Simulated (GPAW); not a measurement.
# SrO: optical spectrum from first principles, part 2 of 2

Wanted: where SrO starts to absorb, how strongly, and its refractive index. The cell comes from an older database entry, whose edges can differ from later determinations, mostly by under a per cent.

GPAW 26.7.0; DFT, LDA, plane-wave PAW (GPAW data sets), scalar-relativistic, RPA, optical limit.

So far. Step 2 (Ground state): There is a gap, 3.17 eV on this mesh (points off the mesh can give less), so no carriers' term is needed.

The database entry behind the starting cell differs from later determinations by our own check (about 0.5 % short), so it need not match the best structure at ambient conditions.

### 4. Dielectric function, RPA

Local fields let the induced charge screen the field inside the cell, which as a rule lowers ε, most along directions where the density is uneven.

This step: DFT, LDA, plane-wave PAW (GPAW data sets), scalar-relativistic, RPA, optical limit (GPAW 26.7.0).

The input, df.py:

```python
from gpaw.response.df import DielectricFunction

df = DielectricFunction('full.gpw', frequencies={'type': 'nonlinear', 'domega0': 0.03, 'omega2': 8},
                        ecut=30,
                        eta=0.2,
                        nbands=27,
                        txt='df.txt')
for direction in ['x']:
    df.get_dielectric_function(xc='RPA', direction=direction, filename=f'df_{direction}.csv')
```

Started as:

```console
$ OMP_NUM_THREADS=1 python df.py
```

Output:

```text
Using integrator: PointIntegrator
NonLinearFrequencyDescriptor(from 0.000 to 69.002 eV, 504 points)
Nonperiodic BCs:  [False False False]
Using integrator: PointIntegrator
NonLinearFrequencyDescriptor(from 0.000 to 69.002 eV, 504 points)
Nonperiodic BCs:  [False False False]

Calculating chi0 body with:
    Ground state adapter containing:
    Number of spins: 1
    Number of kpoints: 4096
    Number of irreducible kpoints: 145
    Number of completely occupied states: 8
    Number of partially occupied states: 8

    Linear response parametrization:
    q_c: [0.0, 0.0, 0.0]
    Number of frequency points: 504
    Planewave cutoff: 30.0
    Number of bands: 27
    Number of planewaves: 15
    Broadening (eta): 0.2

Integrating chi0 body.

Symmetries of q_c:
    Direct symmetries (Uq -> q): 48
    Indirect symmetries (TUq -> q): 0
In total 48 allowed symmetries.

145 groups of equivalent kpoints. 96.4599609375% reduction.

Integral kind: spectral function

Calculating chi0 optical extensions with:
    Ground state adapter containing:
    Number of spins: 1
    Number of kpoints: 4096
    Number of irreducible kpoints: 145
    Number of completely occupied states: 8
    Number of partially occupied states: 8

    Linear response parametrization:
    Number of frequency points: 504
    Planewave cutoff: 30.0
    Number of bands: 27
    Number of planewaves: 15
    Broadening (eta): 0.2
Integrating chi0 head and wings.

Symmetries of q_c:
    Direct symmetries (Uq -> q): 48
    Indirect symmetries (TUq -> q): 0
In total 48 allowed symmetries.

145 groups of equivalent kpoints. 96.4599609375% reduction.

Integral kind: spectral function wings
```

Wall time 12 s (1 thread of Arm Neoverse V1, shared host); peak memory 0.2 GiB.

Read-outs, printed or worked out from the files:

```
electronic dielectric constant ε∞, mean over x, y and z (by symmetry where fewer were run) : 3.765
main peak of Im epsilon, first axis                                                        : 9.355 eV
centre of weight of the strongest loss peak in the window                                  : 14.93 eV
```

The Im ε, E ∥ x has structure finer than the step of the table below, so its rows give means over 1 eV, whole bins alone (the curve runs from 0 to 25.0 eV). Peaks (eV: height): 7.6: 3.42, 9.3: 4.58, 13.3: 1.78.

Values under the direct gap are tails of Lorentzian lines. Table of Im ε, E ∥ x by photon energy; means over each step:

photon energy (eV), Im ε, E ∥ x and a bar:
```
        1       0.02 
        2       0.06 
        3       0.30 ##
        4       1.35 ###########
        5       2.08 #################
        6       2.57 #####################
        7       3.11 ##########################
        8       3.19 ###########################
        9       3.61 ##############################
       10       3.52 #############################
       11       2.41 ####################
       12       1.40 ############
       13       1.38 ###########
       14       1.45 ############
       15       0.80 ######
       16       0.49 ####
       17       0.75 ######
       18       0.91 #######
       19       0.93 ########
       20       0.78 ######
       21       0.79 ######
       22       0.85 #######
       23       0.97 ########
       24       1.47 ############
```

Re ε, E ∥ x against photon energy:

| photon energy (eV) | Re ε, E ∥ x |
| --- | --- |
| 0 | 3.77 |
| 1 | 3.82 |
| 2 | 4.02 |
| 3 | 4.56 |
| 4 | 4.84 |
| 5 | 4.36 |
| 6 | 3.93 |
| 7 | 3.57 |
| 8 | 2.28 |
| 9 | 2.94 |
| 10 | 0.555 |
| 11 | -0.00328 |
| 12 | 0.112 |
| 13 | 1.21 |
| 14 | 0.437 |
| 15 | 0.345 |
| 16 | 0.902 |
| 17 | 1.16 |
| 18 | 1.15 |
| 19 | 1.06 |
| 20 | 1.09 |
| 21 | 1.27 |
| 22 | 1.32 |
| 23 | 1.55 |
| 24 | 1.45 |

Reflectivity at normal incidence, E ∥ x against photon energy; read off at these points:

photon energy (eV), reflectivity at normal incidence, E ∥ x (%) and a bar:
```
      0.0       10.2 ############
      1.0       10.4 ############
      2.0       11.2 #############
      3.0       13.1 ################
      4.0       15.3 ##################
      5.0       15.3 ##################
      6.0       15.6 ###################
      7.0       16.8 ####################
      7.3       17.6 #####################
      8.0       17.3 #####################
      9.0       18.0 ######################
      9.5       24.0 ##############################
     10.0       22.2 ############################
     11.0       21.8 ###########################
     12.0       15.9 ###################
     13.0        7.1 #######
     14.0       12.0 ##############
     14.5       13.4 ################
     15.0        9.0 ##########
     16.0        1.5 
     17.0        2.9 ##
     18.0        3.8 ###
     19.0        4.0 ###
     20.0        2.9 ##
     21.0        2.9 ##
     22.0        3.3 ##
     23.0        3.9 ###
     24.0        7.1 #######
```

Refractive index n and extinction k against photon energy:

| photon energy (eV) | n | k |
| --- | --- | --- |
| 0.0 | 1.94 | 0 |
| 0.5 | 1.94 | 0.00284 |
| 1.0 | 1.95 | 0.00599 |
| 1.5 | 1.97 | 0.00989 |
| 2.0 | 2.01 | 0.0154 |
| 2.5 | 2.05 | 0.0250 |
| 3.0 | 2.14 | 0.0510 |
| 3.5 | 2.23 | 0.175 |
| 4.0 | 2.22 | 0.321 |
| 4.5 | 2.18 | 0.419 |
| 5.0 | 2.14 | 0.488 |
| 5.5 | 2.12 | 0.563 |
| 6.0 | 2.08 | 0.616 |
| 6.5 | 2.04 | 0.671 |
| 7.0 | 2.03 | 0.755 |
| 7.5 | 1.93 | 0.882 |
| 8.0 | 1.78 | 0.940 |
| 8.5 | 1.74 | 0.794 |
| 9.0 | 1.94 | 0.904 |
| 9.5 | 1.69 | 1.29 |
| 10.0 | 1.41 | 1.20 |
| 10.5 | 1.26 | 1.20 |
| 11.0 | 1.10 | 1.10 |
| 11.5 | 0.958 | 0.974 |
| 12.0 | 0.865 | 0.797 |
| 12.5 | 0.921 | 0.545 |
| 13.0 | 1.24 | 0.565 |
| 13.5 | 1.09 | 0.771 |
| 14.0 | 0.986 | 0.732 |
| 14.5 | 0.848 | 0.707 |
| 15.0 | 0.777 | 0.508 |
| 15.5 | 0.829 | 0.312 |
| 16.0 | 0.980 | 0.240 |
| 16.5 | 1.12 | 0.257 |
| 17.0 | 1.13 | 0.344 |
| 17.5 | 1.18 | 0.362 |
| 18.0 | 1.14 | 0.398 |
| 18.5 | 1.15 | 0.415 |
| 19.0 | 1.11 | 0.414 |
| 19.5 | 1.08 | 0.398 |
| 20.0 | 1.10 | 0.349 |
| 20.5 | 1.13 | 0.334 |
| 21.0 | 1.18 | 0.332 |
| 21.5 | 1.18 | 0.352 |
| 22.0 | 1.20 | 0.353 |
| 22.5 | 1.22 | 0.356 |
| 23.0 | 1.30 | 0.351 |
| 23.5 | 1.37 | 0.466 |
| 24.0 | 1.32 | 0.547 |
| 24.5 | 1.31 | 0.648 |

The Im ε, E ∥ x has structure finer than the step of the table below, so its rows give means over 0.5 eV, whole bins alone (the curve runs from 0 to 25.0 eV). Peaks (eV: height): without local fields 7.91: 3.71, 9.35: 4.81, 13.25: 1.71, 23.15: 3.21; with local fields 7.61: 3.42, 9.35: 4.58, 13.34: 1.78.

Values under the direct gap are tails of Lorentzian lines. The Im ε, E ∥ x by photon energy; means over each step:

| photon energy (eV) | without local fields | with local fields |
| --- | --- | --- |
| 0.5 | 0.0123 | 0.0111 |
| 1.0 | 0.0261 | 0.0236 |
| 1.5 | 0.0437 | 0.0393 |
| 2.0 | 0.0695 | 0.0624 |
| 2.5 | 0.118 | 0.105 |
| 3.0 | 0.270 | 0.238 |
| 3.5 | 0.869 | 0.759 |
| 4.0 | 1.55 | 1.37 |
| 4.5 | 2.00 | 1.79 |
| 5.0 | 2.31 | 2.08 |
| 5.5 | 2.60 | 2.35 |
| 6.0 | 2.83 | 2.58 |
| 6.5 | 3.01 | 2.77 |
| 7.0 | 3.37 | 3.10 |
| 7.5 | 3.67 | 3.40 |
| 8.0 | 3.53 | 3.27 |
| 8.5 | 3.03 | 2.81 |
| 9.0 | 3.80 | 3.56 |
| 9.5 | 4.46 | 4.29 |
| 10.0 | 3.51 | 3.43 |
| 10.5 | 3.00 | 2.99 |
| 11.0 | 2.40 | 2.41 |
| 11.5 | 1.87 | 1.87 |
| 12.0 | 1.38 | 1.39 |
| 12.5 | 1.04 | 1.03 |
| 13.0 | 1.40 | 1.39 |
| 13.5 | 1.59 | 1.67 |
| 14.0 | 1.36 | 1.45 |
| 14.5 | 1.11 | 1.18 |
| 15.0 | 0.750 | 0.784 |
| 15.5 | 0.530 | 0.527 |
| 16.0 | 0.539 | 0.471 |
| 16.5 | 0.772 | 0.591 |
| 17.0 | 1.02 | 0.767 |
| 17.5 | 1.30 | 0.846 |
| 18.0 | 1.51 | 0.912 |
| 18.5 | 1.73 | 0.946 |
| 19.0 | 1.80 | 0.925 |
| 19.5 | 1.68 | 0.854 |
| 20.0 | 1.64 | 0.768 |
| 20.5 | 1.67 | 0.750 |
| 21.0 | 1.86 | 0.782 |
| 21.5 | 1.91 | 0.831 |
| 22.0 | 2.00 | 0.853 |
| 22.5 | 2.38 | 0.865 |
| 23.0 | 3.04 | 0.930 |
| 23.5 | 2.78 | 1.25 |
| 24.0 | 2.30 | 1.46 |
| 24.5 | 2.33 | 1.67 |

Optical constants at common wavelengths, from n + ik = √ε:

| wavelength (nm) | n | k | R (%) | 1/α |
| --- | --- | --- | --- | --- |
| 1550 | 1.95 | 0.005 | 10.4 | 26 µm |
| 1064 | 1.96 | 0.007 | 10.5 | 12 µm |
| 800 | 1.98 | 0.010 | 10.8 | 6.2 µm |
| 532 | 2.03 | 0.021 | 11.6 | 2.0 µm |
| 405 | 2.15 | 0.058 | 13.4 | 555 nm |
| 365 | 2.22 | 0.142 | 14.5 | 205 nm |
| 308 | 2.22 | 0.326 | 15.2 | 75 nm |

Below the direct gap, k and the depth come from the tails of the Lorentzian lines, not from transitions.

Rows near the edge hang on the gap, which this functional as a rule makes too small, and phonon-assisted absorption is left out.

### 5. Results

- electronic dielectric constant ε∞, mean over x, y and z (by symmetry where fewer were run) (RPA): 3.77
- main peak of Im epsilon, first axis: 9.35 eV
- centre of weight of the strongest loss peak in the window, first axis: 14.9 eV

**Reading.** At this level (LDA, RPA) SrO has ε∞ = 3.77 and n = 1.95 at 1550 nm, and Im ε peaks at 9.4 eV. On the mesh the gap is 3.17 eV and the least direct gap 3.29 eV, so on this mesh the band edges lie at different points. Local fields change the static value along x from 4.05 to 3.77 (-7 %). Distinct maxima of Im ε, read by a parabola through the highest points, lie at 7.61 eV (3.4), 9.35 eV (4.6), 13.31 eV (1.8) and 18.65 eV (0.97). Excitons and phonon-assisted transitions are missing; LDA gaps are as a rule too small, which pulls the onset down and ε∞ up. The sum runs over mesh points, so small or evenly spaced maxima can still be ripples of the mesh. In this version of GPAW the matrix elements of the optical limit are incomplete, which can lower ε − 1 by up to a tenth where first-row anions or d states rule, and shift it by more in d metals.

[Machine, clock and banner lines and Python warnings are left out of the logs.]

[Logs are printed without paths, hosts, clocks, repeated set-up lines and the standing remarks that a program may print on its own settings, such as how far it seeks lower states.]

[Hosts, paths, dates, database ids (printed as entryN), source tags and the programs' standing remarks are cut or masked in the printed files.]
